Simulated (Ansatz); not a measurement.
# LiMgBN2 (I-4m2): how G0W0 depends on its starting point

How much of the starting functional survives in the G0W0 gap of LiMgBN2 (I-4m2)?

Program: Ansatz 0.2.0. Level of theory: G0W0 on several functionals, plane waves, PAW. Results are calculated unless marked as measured.

Most raw output is cut from this account.

In doubt: masses and optical values from hybrid runs of this build are listed as unsure (step 4), which bears on the screening that GW takes from such a start.

## Step 1: The structure

It takes space group I-4m2 (No. 119, tetragonal). Conventional cell: a = 3.819 Å, b = 3.819 Å, c = 8.887 Å, α = 90.00°, β = 90.00°, γ = 90.00°. Nearest to Li lie 4 N at 2.10 Å. Mg has 4 N at 2.10 Å nearest. Nearest to B lie 2 N at 1.34 Å. Nearest to N lie 1 B at 1.34 Å and 2 Li at 2.10 Å and 2 Mg at 2.10 Å. Farther neighbours and most contacts between anions are not listed.

As a file:

```
Li Mg B N
1.0
    -1.90966    1.90966    4.44352
     1.90966   -1.90966    4.44352
     1.90966    1.90966   -4.44352
Li Mg B N
1 1 1 2
Cartesian
  1.9097 0.0000 2.2218
  0.0000 1.9097 2.2218
  0.0000 0.0000 4.4435
  0.0000 0.0000 5.7878
  0.0000 0.0000 3.0992
```

The cell and positions are those that the Materials Project relaxed with its own functionals (PBE, PBE+U or r2SCAN), kept fixed.

## Step 2: G0W0 on LDA

G0W0 replaces the xc potential by the self-energy, built once from these orbitals. Only a window of levels is corrected, while the sums run over the empty bands that the input names. This step takes PAW set soft_1 files.

This step: G0W0 on LDA, plane waves, PAW; PAW set soft_1.

Input file input.yaml:

```yaml
crystal:
  lattice:
    - [-1.909656, 1.909656, 4.443522]
    - [1.909656, -1.909656, 4.443522]
    - [1.909656, 1.909656, -4.443522]
  atoms:
    - { symbol: Li, position: [0.25, 0.75, 0.5] }
    - { symbol: Mg, position: [0.75, 0.25, 0.5] }
    - { symbol: B, position: [0.5, 0.5, 0.0] }
    - { symbol: "N", position: [0.6512635, 0.6512635, 0.0] }
    - { symbol: "N", position: [0.3487365, 0.3487365, 0.0] }
kpoints:
  mp_grid: { grid: [6, 6, 6] }
hamiltonian:
  xc: lda
  pseudopotentials: { kind: paw, azcp: { folder: soft_1 }, xc_functional: pbe }
scf:
  occupations: { method: fixed }
gw:
  n_empty_bands: 513
  ecut_chi: 230.0
  qp_bands: [v2, c2]
  qp_kpoints: band_edges
  screening: { model: contour_deformation }
```

Started as:

```bash
> ansatz run input.yaml --threads 3 --pin off --max-ram 92160MiB --backend cuda --events-out ev --progress --plain --runs-dir out --devices 1 --max-vram 13GiB
```

Run time: 2.2 min. Hardware: 1 × NVIDIA H100 80GB HBM3 (shared by 6 runs) with 3 threads of AMD EPYC 7R13 (Zen 3), shared host; peak memory 3.1 GiB.

This step gave:

| Item | Value |
| --- | --- |
| bands summed | 526 |
| RPA ε∞ on this mesh (eigenvalues) | 2.717, 2.717, 3.614 |
| plane waves in the screening matrix | 527 |
| q-points in the mesh | 216 |
| G0W0 gap on the mesh | 4.353 eV |
| k of the valence top | -0.5, -0.5, -0.5 |
| k of the conduction bottom | 0, 0, 0 |
| starting gap on the mesh | 2.407 eV |
| Z at the valence top | 0.7683 |
| Z at the conduction bottom | 0.8335 |
| least direct G0W0 gap on the computed points | 5.282 eV |

The gap on the mesh goes from 2.41 eV to 4.35 eV, a correction of +1.95 eV. Between the two edge states, bare exchange in place of the xc potential would open the gap by 7.59 eV, and correlation takes back 5.65 eV.

## Step 3: G0W0 on PBE

The same correction from a different start measures what one shot leaves open.

This step: G0W0 on PBE, plane waves, PAW; PAW set soft_1.

input.yaml: that of step 2 with these lines changed.

```diff
@@ -14,4 +14,4 @@
 hamiltonian:
-  xc: lda
-  pseudopotentials: { kind: paw, azcp: { folder: soft_1 }, xc_functional: pbe }
+  xc: pbe
+  pseudopotentials: { kind: paw, azcp: { folder: soft_1 } }
 scf:
```

The job ended after 2.7 min (1 × NVIDIA H100 80GB HBM3 (shared by 6 runs) with 3 threads; peak memory 3.1 GiB; 5 min of CPU time).

Numbers from this step:

```yaml
bands_summed: 526
rpa_eps_infinity_on_this_mesh_eigenvalues: 2.621, 2.621, 3.514
plane_waves_in_the_screening_matrix: 527
q_points_in_the_mesh: 216
g0w0_gap_on_the_mesh: 4.394 eV
k_of_the_valence_top: -0.5, -0.5, -0.5
k_of_the_conduction_bottom: 0, 0, 0
starting_gap_on_the_mesh: 2.603 eV
z_at_the_valence_top: 0.7724
z_at_the_conduction_bottom: 0.8372
least_direct_g0w0_gap_on_the_computed_points: 5.331 eV
```

Against the run with 6×6×6 mesh, 513 empty bands, screening to 230 eV, PAW set soft_1 files on LDA, the gap moves by +0.04 eV, while the start moved by +0.20 eV.

## Step 4: G0W0 on HSE06

This step: G0W0 on HSE06, plane waves, PAW; PAW set soft_1.

input.yaml: that of step 3 with these lines changed.

```diff
@@ -14,3 +14,3 @@
 hamiltonian:
-  xc: pbe
+  xc: hse06
   pseudopotentials: { kind: paw, azcp: { folder: soft_1 } }
```

Wall time 3.9 min (1 × NVIDIA H100 80GB HBM3 (shared by 6 runs) with 3 threads); peak memory 3.6 GiB.

Numbers from this step:

```yaml
bands_summed: 526
rpa_eps_infinity_on_this_mesh_eigenvalues: 2.336, 2.336, 2.997
plane_waves_in_the_screening_matrix: 527
g0w0_gap_on_the_mesh: 4.970 eV
k_of_the_valence_top: -0.5, -0.5, -0.5
k_of_the_conduction_bottom: 0, 0, 0
starting_gap_on_the_mesh: 3.717 eV
least_direct_g0w0_gap_on_the_computed_points: 5.885 eV
```

Against the run with 6×6×6 mesh, 513 empty bands, screening to 230 eV, PAW set soft_1 files on PBE, the gap moves by +0.58 eV, while the start moved by +1.11 eV.

## Step 5: The starts together

All on the 6×6×6 mesh with 513 empty bands and screening to 230 eV. Times are wall times on 1 × NVIDIA H100 80GB HBM3 (shared by 6 runs) with 3 threads of AMD EPYC 7R13 (Zen 3), shared host, good to a factor of about two.

```csv
start,starting gap (eV),shift (eV),G0W0 gap (eV),RPA ε∞ (harmonic mean),"Z (valence, conduction)",time
LDA,2.41,+1.95,4.35,2.96,"0.77, 0.83",2.2 min
PBE,2.60,+1.79,4.39,2.86,"0.77, 0.84",2.7 min
HSE06,3.72,+1.25,4.97,2.52,"0.80, 0.86",3.9 min
```

The parts of the quasiparticle energy at the two band edges (eV; QP = start + Σx + Σc − Vxc):

```
  run               edge  start      Σx     Σc     Vxc     Z    QP
  LDA        valence top   2.78  -20.63   2.29  -17.15  0.77  1.59
  LDA  conduction bottom   5.19   -5.41  -3.36   -9.51  0.83  5.94
  PBE        valence top   3.11  -20.70   2.33  -16.99  0.77  1.73
  PBE  conduction bottom   5.71   -5.37  -3.27   -9.06  0.84  6.13
HSE06        valence top   2.28  -20.69   2.02  -17.76  0.80  1.36
HSE06  conduction bottom   6.00   -5.01  -3.10   -8.45  0.86  6.33
```

For a hybrid start, Vxc holds its share of exact exchange.

## Step 6: Results

```
G0W0@LDA     : 4.35 eV (start 2.41 eV)
G0W0@PBE     : 4.39 eV (start 2.60 eV)
G0W0@HSE06   : 4.97 eV (start 3.72 eV)
known limits : not at the basis limit
```

In words: The starting gaps span 1.31 eV and the G0W0 gaps 0.62 eV. Between LDA and HSE06, 0.62 eV of the 1.31 eV survives, 47 %. HSE06 screens less than LDA (ε∞ 2.52 against 2.96). Of the 0.62 eV by which its G0W0 gap is higher, the correlation part gives +0.53 eV, and exchange with the one-particle terms, which follow the orbitals, +0.09 eV. The smallest correction, +1.25 eV, is on HSE06, the start nearest to reproducing itself. Bands and cutoff are finite, so the gap is not at the basis limit. The miss can reach some tenths of an eV and take either sign; the mesh is an error of its own.

[Paths, hosts, dates, memory and timing lines, banners, echoed tables and standing remarks are left out of the program output.]

[Logs are printed without paths, hosts, clocks, repeated set-up lines and the standing remarks that a program may print on its own settings, such as how far it seeks lower states.]

[Runs of the session that timed out or met a known fault of the program may be left out.]

[Cells called generated may have been cut or substituted from an entry of the Crystallography Open Database or the Materials Project.]

[Hosts, paths, dates, database ids (printed as entryN), source tags and the programs' standing remarks are cut or masked in the printed files.]
